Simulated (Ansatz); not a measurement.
# Bi2Te3 (Tellurobismuthite): the G0W0 gap against the k mesh

How dense a mesh does GW need for Bi2Te3 (Tellurobismuthite), and how does the time grow?

Method: G0W0 on PBE, plane waves, PAW; PAW set soft_1, in Ansatz 0.2.0.

### Step 1. The structure

It takes space group R-3m (No. 166, trigonal). Conventional cell: a = 4.386 Å, b = 4.386 Å, c = 30.497 Å, α = 90.00°, β = 90.00°, γ = 120.00°. Nearest to Bi lie 6 Te at 3.07 to 3.25 Å. Nearest to Te lie 6 Bi at 3.25 Å. Nearest to Te lie 3 Bi at 3.07 Å. Farther neighbours and most contacts between anions are not listed.

Structure file:

```cif
data_structure
_symmetry_space_group_name_H-M 'P 1'
_symmetry_Int_Tables_number 1
_cell_length_a 10.4763
_cell_length_b 10.4763
_cell_length_c 10.4763
_cell_angle_alpha 24.166
_cell_angle_beta 24.166
_cell_angle_gamma 24.166
_cell_volume 169.36
loop_
_atom_site_label
_atom_site_type_symbol
_atom_site_fract_x
_atom_site_fract_y
_atom_site_fract_z
_atom_site_occupancy
Bi1 Bi 0.40000 0.40000 0.40000 1
Bi2 Bi 0.60000 0.60000 0.60000 1
Te3 Te 0.00000 0.00000 0.00000 1
Te4 Te 0.20950 0.20950 0.20950 1
Te5 Te 0.79050 0.79050 0.79050 1
```

The cell and positions come from the Crystallography Open Database and are kept as given unless a step says otherwise. Spin-orbit coupling is left out unless a step names it.

### Step 2. The 2×2×2 mesh

G0W0 replaces the xc potential by the self-energy, built once from these orbitals. Only a window of levels is corrected, while the sums run over the empty bands that the input names. This step takes PAW set soft_1 files.

The input, input.yaml:

```yaml
crystal:
  lattice:
    - [2.193, 1.2661291403, 10.1656666667]
    - [-2.193, 1.2661291403, 10.1656666667]
    - [0.0, -2.5322582807, 10.1656666667]
  atoms:
    - { symbol: Bi, position: [0.4, 0.4, 0.4] }
    - { symbol: Bi, position: [0.6, 0.6, 0.6] }
    - { symbol: Te, position: [0.0, 0.0, 0.0] }
    - { symbol: Te, position: [0.2095, 0.2095, 0.2095] }
    - { symbol: Te, position: [0.7905, 0.7905, 0.7905] }
kpoints:
  mp_grid: { grid: [2, 2, 2] }
hamiltonian:
  xc: pbe
  pseudopotentials: { kind: paw, azcp: { folder: soft_1 } }
scf:
  occupations: { method: fixed }
gw:
  n_empty_bands: 384
  ecut_chi: 100
  qp_bands: [v2, c2]
  qp_kpoints: band_edges
  screening: { model: contour_deformation }
```

Started as:

```sh
$ ansatz run input.yaml --threads 2 --pin off --max-ram 92160MiB --backend cuda --events-out ev --progress --plain --runs-dir out --devices 1 --max-vram 13GiB
```

Numbers of over 12 decimals in the logs are rounded to 6 here.

The program printed:

```text
GPUs: using 1 of 1 available (devices: 1).
Engine: ansatz 0.2.0, x86_64-unknown-linux-gnu
Pseudopotentials: kind: paw
Pseudopotential: Bi, paw, valence charge 15, recommended cutoff 420 eV (normal), soft_1/Bi.paw.azcp
Pseudopotential: Te, paw, valence charge 16, recommended cutoff 420 eV (normal), soft_1/Te.paw.azcp
Functional definition: PBE
  parameter kappa = 0.804
  parameter beta = 0.066725
  exchange = pbe_x(kappa = kappa, mu = beta*pi^2/3)
  correlation = pbe_c(beta = beta)
device memory: the entry about to start is reckoned to put 3.5 GiB on a device that reports 44.4 GiB free (of which the cap on the GPU budget leaves the run 13.0 GiB)
GPU FFT provider: cuFFT
GPU libraries: cuBLAS 13.8.2, cuFFT 12.4.0, cuSOLVER 12.3.4
Crystal: 5 atoms, lattice volume = 169.357 Å³
Basis set: ecut = 420 eV, 3345 PW (Γ)
Bands: 47, of which v1, the nominal top of the filled ones, is band 39 counted from 1 (38 counted from 0)
Symmetry: 12 space group operations
Space group: R-3m (ITA 166), of the structure as read, at distance tolerance 5.5e-5 Å
k-points: 4 of 8
Non-local potential: Bi, projectors of the file, l = 0: 2, l = 1: 2, l = 2: 2, l = 3: 1
Non-local potential: Te, projectors of the file, l = 0: 2, l = 1: 2, l = 2: 2, l = 3: 1
PAW form: soft (Blöchl's): semilocal exchange-correlation on the pseudo side does not see the compensation charge
PAW one-centre angular grid: Bi, 590 points (default); XC on 64 Gauss nodes
PAW one-centre angular grid: Te, 590 points (default); XC on 64 Gauss nodes
Initial density: superposition of atomic densities (chi_scale 0.1, normalization cell, long waves kept (reshape's long-wave potential 0.06 eV rms))
Initial wavefunctions: pseudopotential atomic-orbital guess
GPU buffer pool allocated for 373248 grid points (all kernels)
GPU transforms: local potential and band sums: pruned to the plane-wave sphere, on 72×72×72
Functional: x = pbe(κ = 0.804, μ = 0.219515), c = pbe(β = 0.066725)
SCF iter   1: F=—  HF=-45738.689050 eV  |F-HF|=—  |Δ(HF+E_count)|=         —  Δρ=1.76e-2  dr2=9.09e-1  ethr=3.10e-3  ⟨swp⟩=5.0  Hψ=629  notcnv=0  defer=19
preconditioner: auto → Resta (q_TF=auto, 2.398 Å⁻¹)  ε∞=4.3  [insulator: Δε(μ)=0.339 eV  Ē_g=8.261 eV  n_scr=42 (ndim 8)  ℏωp=15.1 eV  f_vac=0.006  ε∞_Penn≈4.3]
SCF iter   2: F=—  HF=-45738.551248 eV  |F-HF|=—  |Δ(HF+E_count)|=   1.38e-1  Δρ=9.58e-3  dr2=2.21e-1  ethr=1.17e-3  ⟨swp⟩=2.2  Hψ=232  notcnv=0  defer=23
SCF iter   3: F=—  HF=-45738.535355 eV  |F-HF|=—  |Δ(HF+E_count)|=   1.59e-2  Δρ=2.82e-3  dr2=5.51e-2  ethr=2.84e-4  ⟨swp⟩=3.0  Hψ=236  notcnv=0  defer=22
SCF iter   4: F=—  HF=-45738.533575 eV  |F-HF|=—  |Δ(HF+E_count)|=   1.78e-3  Δρ=1.34e-3  dr2=8.99e-3  ethr=7.06e-5  ⟨swp⟩=3.0  Hψ=223  notcnv=0  defer=22
SCF iter   5: F=—  HF=-45738.534313 eV  |F-HF|=—  |Δ(HF+E_count)|=   7.38e-4  Δρ=4.35e-4  dr2=5.73e-4  ethr=1.15e-5  ⟨swp⟩=2.2  Hψ=280  notcnv=0  defer=22
SCF iter   6: F=—  HF=-45738.534600 eV  |F-HF|=—  |Δ(HF+E_count)|=   2.87e-4  Δρ=1.22e-4  dr2=5.23e-5  ethr=7.35e-7  ⟨swp⟩=2.0  Hψ=265  notcnv=0  defer=22
SCF iter   7: F=—  HF=-45738.534668 eV  |F-HF|=—  |Δ(HF+E_count)|=   6.84e-5  Δρ=3.32e-5  dr2=3.13e-6  ethr=6.70e-8  ⟨swp⟩=2.0  Hψ=244  notcnv=0  defer=15
SCF iter   8: F=—  HF=-45738.534673 eV  |F-HF|=—  |Δ(HF+E_count)|=   4.43e-6  Δρ=6.87e-6  dr2=1.03e-7  ethr=4.01e-9  ⟨swp⟩=2.0  Hψ=237  notcnv=0  defer=16
SCF iter   9: F=-45738.534673 eV  HF=-45738.534673 eV  |F-HF|=1.61e-8  |Δ(HF+E_count)|=   2.03e-7  Δρ=2.17e-6  dr2=1.61e-8  ethr=1.28e-10  ⟨swp⟩=13.2  Hψ=901  notcnv=0
SCF 1 converged in 9 iterations: F = -45738.534673 eV  dr2 = 1.61e-8
[...]
device memory: the entry about to start is reckoned to put 4.2 GiB on a device that reports 44.4 GiB free (of which the cap on the GPU budget leaves the run 13.0 GiB)
NSCF: frozen V_eff on 4 k-points
[...]
device memory: the entry about to start is reckoned to put 3.3 GiB on a device that reports 44.5 GiB free (of which the cap on the GPU budget leaves the run 13.0 GiB)
NSCF: frozen V_eff on 4 k-points
G₀W₀ screening: q 1/4
[... further progress lines ...]
device memory: the entry about to start is reckoned to put 1.4 GiB on a device that reports 42.2 GiB free (of which the cap on the GPU budget leaves the run 13.0 GiB)
NSCF: frozen V_eff on 1 k-points
device memory: the entry about to start is reckoned to put 1.4 GiB on a device that reports 41.7 GiB free (of which the cap on the GPU budget leaves the run 13.0 GiB)
NSCF: frozen V_eff on 1 k-points
device memory: the entry about to start is reckoned to put 1.4 GiB on a device that reports 41.3 GiB free (of which the cap on the GPU budget leaves the run 13.0 GiB)
NSCF: frozen V_eff on 1 k-points
device memory: the entry about to start is reckoned to put 1.4 GiB on a device that reports 41.4 GiB free (of which the cap on the GPU budget leaves the run 13.0 GiB)
NSCF: frozen V_eff on 1 k-points
SCF converged after 9 iterations
Free energy (F): -45738.534673 eV
Harris-Foulkes:  -45738.534673 eV  (|F-HF|=1.61e-8)
Internal energy: -45738.534673 eV  (E = F + TS)
E sigma→0 (E₀):  -45738.534673 eV
Fermi energy:    9.381958 eV
--- Per-component energies (eV) ---
  E_band       = -982.557516
  E_kinetic    = 1024.235346
  E_local      = -7573.383837  (includes V_loc(G=0)·N_el)
  E_nonlocal   = 1015.376029
  E_hartree    = 3446.709146
  E_xc         = -672.369953
  E_vxc        = -569.748494  (∫ρ·V_xc dr)
  E_paw        = -35337.078397  (= ΣΔE_a)
  E_vpaw       = -1772.456400  (= ΣTr[D̂ρ^β])
  E_aug_tail   = 0.000666  (compensation charges beyond the density's cutoff)
  E_ewald      = -7642.023672
  E_smearing   = -0.000000  (= −TS)
  E_closure    = 0.000000  (closes the sum)
  Σ components = -45738.534673   (vs F -45738.534673, Δ=0.00e0)
--- Band table (eV) ---
  k-point 0: bands = [... 35 lower, 7.6672, 8.5191, 8.5191, 9.3820, 9.6530, 10.0010, 10.0010, 11.3442, ... 4 higher]
  k-point 1: bands = [... 35 lower, 6.4592, 6.9518, 8.4683, 8.8762, 9.9340, 10.4050, 12.1181, 12.1525, ... 4 higher]
  k-point 2: bands = [... 35 lower, 7.3851, 7.5448, 7.8241, 8.4214, 10.2024, 10.8958, 11.4119, 12.0131, ... 4 higher]
  k-point 3: bands = [... 35 lower, 7.9619, 8.2236, 8.2236, 8.9183, 10.2349, 10.4916, 10.4916, 11.0026, ... 4 higher]
--- G₀W₀: contour deformation, 8 samples at zero and on the imaginary axis and 1 off it, 8 q-points, 384 empty bands' worth ---
  eigenvalues of the whole cell's RPA ε∞ on this k-mesh (on a slab, of 1 + 4πα/V) = 172.8648, 172.8648, 244.2426; static W/v taken at q = 0 is 0.006401
  gw.qp_kpoints: band_edges: 4 of 4 stored k-points solved, in 1 pass; an edge of the gap read off the rows below is read off those points alone
  `?` marks the rows in doubt; gw_qp.tsv's column doubts and the gw_qp event give each row's grounds
    ik  band        ε_KS         Σx   Σc(E_QP)       V_xc       Z   E_QP_lin       E_QP  E_QP is
     0    38      8.5191   -15.6928     1.4582   -13.8746  0.7415     8.1606     8.1590  root
     0    39      9.3820   -14.9742     0.4362   -14.3083  0.7553     9.1513     9.1523  root
     0    40      9.6530    -9.7250    -3.1623   -12.8298  0.7646     9.5955     9.5954  root
     0    41     10.0010    -9.6988    -3.2135   -12.8631  0.7588     9.9518     9.9518  root
     1    38      8.4683   -15.4395     1.2385   -13.8393  0.7490     8.1090     8.1065  root
     1    39      8.8762   -14.9190     0.6218   -14.0246  0.7589     8.6002     8.6037  root ?
     1    40      9.9340    -9.6389    -3.1281   -12.7097  0.7705     9.8768     9.8767  root
     1    41     10.4050    -9.8388    -3.1000   -12.8953  0.7645    10.3616    10.3615  root
     2    38      7.8241   -15.1722     1.5554   -13.2044  0.6266     7.5487     7.4117  root ?
     2    39      8.4214   -14.8263     0.7949   -13.7097  0.7593     8.1007     8.0996  root
     2    40     10.2024    -9.4592    -2.9906   -12.3689  0.7755    10.1217    10.1215  root
     2    41     10.8958    -9.1104    -3.5434   -12.5014  1.0876    10.8012    10.7435  root ?
     3    38      8.2236   -15.6307     1.6948   -13.6154  0.7180     7.8935     7.9031  root
     3    39      8.9183   -14.5929     0.4393   -13.9814  0.7444     8.7449     8.7460  root
     3    40     10.2349   -10.2148    -3.1312   -13.2530  0.6883    10.1442    10.1419  root
     3    41     10.4916    -9.9039    -3.4716   -13.3230  0.7071    10.4396    10.4390  root
```

Elapsed: 13 s, on 1 × NVIDIA H100 80GB HBM3 (shared by 6 runs) with 2 threads of AMD EPYC 7R13 (Zen 3), shared host; peak memory 1.3 GiB; 9 s of CPU time.

Numbers from this step:

* bands summed: 423
* RPA ε∞ on this mesh (eigenvalues): 172.9, 172.9, 244.2
* plane waves in the screening matrix: 389
* q-points in the mesh: 8
* G0W0 gap on the mesh: 0.4432 eV
* k of the valence top: 0, 0, 0
* k of the conduction bottom: 0, 0, 0
* starting gap on the mesh: 0.2710 eV
* Z at the valence top: 0.7553
* Z at the conduction bottom: 0.7646
* least direct G0W0 gap on the computed points: 0.4432 eV

The gap on the mesh goes from 0.27 eV to 0.44 eV, a correction of +0.17 eV. Between the two edge states, bare exchange in place of the xc potential would open the gap by 3.77 eV, and correlation takes back 3.60 eV.

### Step 3. The 4×4×4 mesh

A second mesh at equal bands and cutoff isolates the sampling error.

input.yaml: that of step 2 with these lines changed.

```diff
@@ -12,3 +12,3 @@
 kpoints:
-  mp_grid: { grid: [2, 2, 2] }
+  mp_grid: { grid: [4, 4, 4] }
 hamiltonian:
```

The program printed:

```text
GPUs: using 1 of 1 available (devices: 1).
[...]
GPU FFT provider: cuFFT
GPU libraries: cuBLAS 13.8.2, cuFFT 12.4.0, cuSOLVER 12.3.4
Crystal: 5 atoms, lattice volume = 169.357 Å³
Basis set: ecut = 420 eV, 3345 PW (Γ)
Bands: 47, of which v1, the nominal top of the filled ones, is band 39 counted from 1 (38 counted from 0)
Symmetry: 12 space group operations
[...]
k-points: 13 of 64
[...]
GPU buffer pool allocated for 373248 grid points (all kernels)
[...]
SCF iter   1: F=—  HF=-45739.874483 eV  |F-HF|=—  |Δ(HF+E_count)|=         —  Δρ=1.54e-2  dr2=6.64e-1  ethr=3.10e-3  ⟨swp⟩=5.0  Hψ=2043  notcnv=0  defer=69
[...]
SCF iter   8: F=-45739.768295 eV  HF=-45739.768295 eV  |F-HF|=7.74e-8  |Δ(HF+E_count)|=   1.69e-6  Δρ=5.78e-6  dr2=7.98e-8  ethr=1.28e-10  ⟨swp⟩=12.1  Hψ=3287  notcnv=0
SCF 1 converged in 8 iterations: F = -45739.768295 eV  dr2 = 7.98e-8
[...]
0    38      8.4550   -15.3287     1.1331   -13.8791  0.7393     8.1304     8.1384  root
     0    39      9.3169   -14.6089     0.0661   -14.3351  0.7530     9.1096     9.1094  root
     0    40      9.6167   -10.0407    -2.8297   -12.8400  0.7708     9.5864     9.5864  root
     0    41      9.9727   -10.0287    -2.9020   -12.8814  0.7594     9.9234     9.9234  root
     2    38      8.4054   -15.2978     1.1283   -13.8482  0.7389     8.0768     8.0842  root
     2    39      8.8091   -14.7722     0.4751   -14.0387  0.7501     8.5521     8.5506  root
     2    40      9.8993    -9.8149    -2.9450   -12.7275  0.7692     9.8669     9.8669  root
     2    41     10.3783    -9.9731    -2.9814   -12.9154  0.7575    10.3392    10.3393  root
[...]
12    38      8.1646   -15.2925     1.3537   -13.6259  0.7284     7.8438     7.8517  root
    12    39      8.8790   -14.5539     0.3352   -14.0207  0.7489     8.6808     8.6811  root
    12    40     10.1642   -10.2117    -3.0620   -13.2288  0.7501    10.1193    10.1192  root
    12    41     10.4551   -10.2371    -3.1313   -13.3324  0.7446    10.4188    10.4190  root
[key lines of the parts left out:]
SCF converged after 8 iterations
Free energy (F): -45739.768295 eV
Fermi energy:    9.316916 eV
```

The job ended after 56 s (1 × NVIDIA H100 80GB HBM3 (shared by 6 runs) with 2 threads; peak memory 1.8 GiB; 88 s of CPU time).

Numbers from this step:

```
bands summed                                 : 423
RPA ε∞ on this mesh (eigenvalues)            : 47.21, 47.21, 53.86
plane waves in the screening matrix          : 389
q-points in the mesh                         : 64
G0W0 gap on the mesh                         : 0.4770 eV
k of the valence top                         : 0, 0, 0
k of the conduction bottom                   : 0, 0, 0
starting gap on the mesh                     : 0.2997 eV
Z at the valence top                         : 0.7530
Z at the conduction bottom                   : 0.7708
least direct G0W0 gap on the computed points : 0.4770 eV
```

Against the run with 2×2×2 mesh, 384 empty bands, screening to 100 eV, PAW set soft_1 files, the gap moves by +0.03 eV, while the start moved by +0.03 eV.

### Step 4. The 6×6×6 mesh

input.yaml: that of step 3 with these lines changed.

```diff
@@ -12,3 +12,3 @@
 kpoints:
-  mp_grid: { grid: [4, 4, 4] }
+  mp_grid: { grid: [6, 6, 6] }
 hamiltonian:
```

The program printed:

```text
GPUs: using 1 of 1 available (devices: 1).
[...]
GPU FFT provider: cuFFT
GPU libraries: cuBLAS 13.8.2, cuFFT 12.4.0, cuSOLVER 12.3.4
Crystal: 5 atoms, lattice volume = 169.357 Å³
Basis set: ecut = 420 eV, 3345 PW (Γ)
Bands: 47, of which v1, the nominal top of the filled ones, is band 39 counted from 1 (38 counted from 0)
Symmetry: 12 space group operations
[...]
k-points: 32 of 216
[...]
29    41     10.2809   -10.3670    -2.8821   -13.2168  0.7580    10.2487    10.2487  root
    31    38      8.1621   -15.1751     1.2413   -13.6275  0.7325     7.8416     7.8558  root ?
    31    39      8.8792   -14.3828     0.1676   -14.0164  0.7535     8.6796     8.6805  root
    31    40     10.1645   -10.3492    -2.9230   -13.2313  0.7561    10.1237    10.1236  root
    31    41     10.4564   -10.3598    -3.0073   -13.3325  0.7499    10.4218    10.4218  root
[key lines of the parts left out:]
SCF converged after 8 iterations
Free energy (F): -45739.766086 eV
Fermi energy:    9.319679 eV
```

Elapsed: 5 min, on 1 × NVIDIA H100 80GB HBM3 (shared by 6 runs) with 2 threads; peak memory 2.8 GiB.

This step gave:

| Quantity | Value |
| --- | --- |
| bands summed | 423 |
| RPA ε∞ on this mesh (eigenvalues) | 38.69, 39.69, 39.69 |
| plane waves in the screening matrix | 389 |
| G0W0 gap on the mesh | 0.4799 eV |
| k of the valence top | 0, 0, 0 |
| k of the conduction bottom | 0, 0, 0 |
| starting gap on the mesh | 0.2945 eV |
| least direct G0W0 gap on the computed points | 0.4799 eV |

Against the run with 4×4×4 mesh, 384 empty bands, screening to 100 eV, PAW set soft_1 files, the gap moves by +0.003 eV.

### Step 5. The meshes together

Times are wall times on 1 × NVIDIA H100 80GB HBM3 (shared by 6 runs) with 2 threads of AMD EPYC 7R13 (Zen 3), shared host, good to a factor of about two.

| mesh | points | irreducible | start (eV) | G0W0 (eV) | shift (eV) | RPA ε∞ (mean) | time |
| --- | --- | --- | --- | --- | --- | --- | --- |
| 2×2×2 | 8 | 4 | 0.271 | 0.443 | +0.172 | 196.66 | 13 s |
| 4×4×4 | 64 | 13 | 0.300 | 0.477 | +0.177 | 49.43 | 56 s |
| 6×6×6 | 216 | 32 | 0.295 | 0.480 | +0.185 | 39.36 | 5 min |

### Step 6. What came out

* 2×2×2: 0.443 eV (shift +0.172)
* 4×4×4: 0.477 eV (shift +0.177)
* 6×6×6: 0.480 eV (shift +0.185)
* settings: PBE start, 384 empty bands, 100 eV

**Reading.** The shift is +0.17 eV on 2×2×2 and +0.19 eV on 6×6×6; the last step moves it by +0.008 eV. The RPA ε∞ (mean) ranges from 39.36 to 196.66 and ends at 39.36; the coarsest mesh overstates it. From 8 to 216 points the time grows 22-fold. Bands and cutoff are modest here, so the values stand off the basis limit. Where an edge is built on 6p states of lead, bismuth or thallium, scalar-relativistic gaps usually stand too wide, by a few tenths to over one eV. With atoms this heavy and so narrow a gap, spin-orbit coupling can invert the bands. These scalar-relativistic gaps are then model values, not to be set against experiment, and a spin-orbit change taken from DFT can't simply be added. The RPA ε∞ on this mesh reaches over 25; with a narrow direct gap a coarse mesh can overstate it, and the correction is then too small.

[Paths, hosts, dates, memory and timing lines, banners, echoed tables and standing remarks are left out of the program output.]

[Logs are printed without paths, hosts, clocks, repeated set-up lines and the standing remarks that a program may print on its own settings, such as how far it seeks lower states.]

[Runs of the session that timed out or met a known fault of the program may be left out.]

[Cells called generated may have been cut or substituted from an entry of the Crystallography Open Database or the Materials Project.]

[Hosts, paths, dates, database ids (printed as entryN), source tags and the programs' standing remarks are cut or masked in the printed files.]
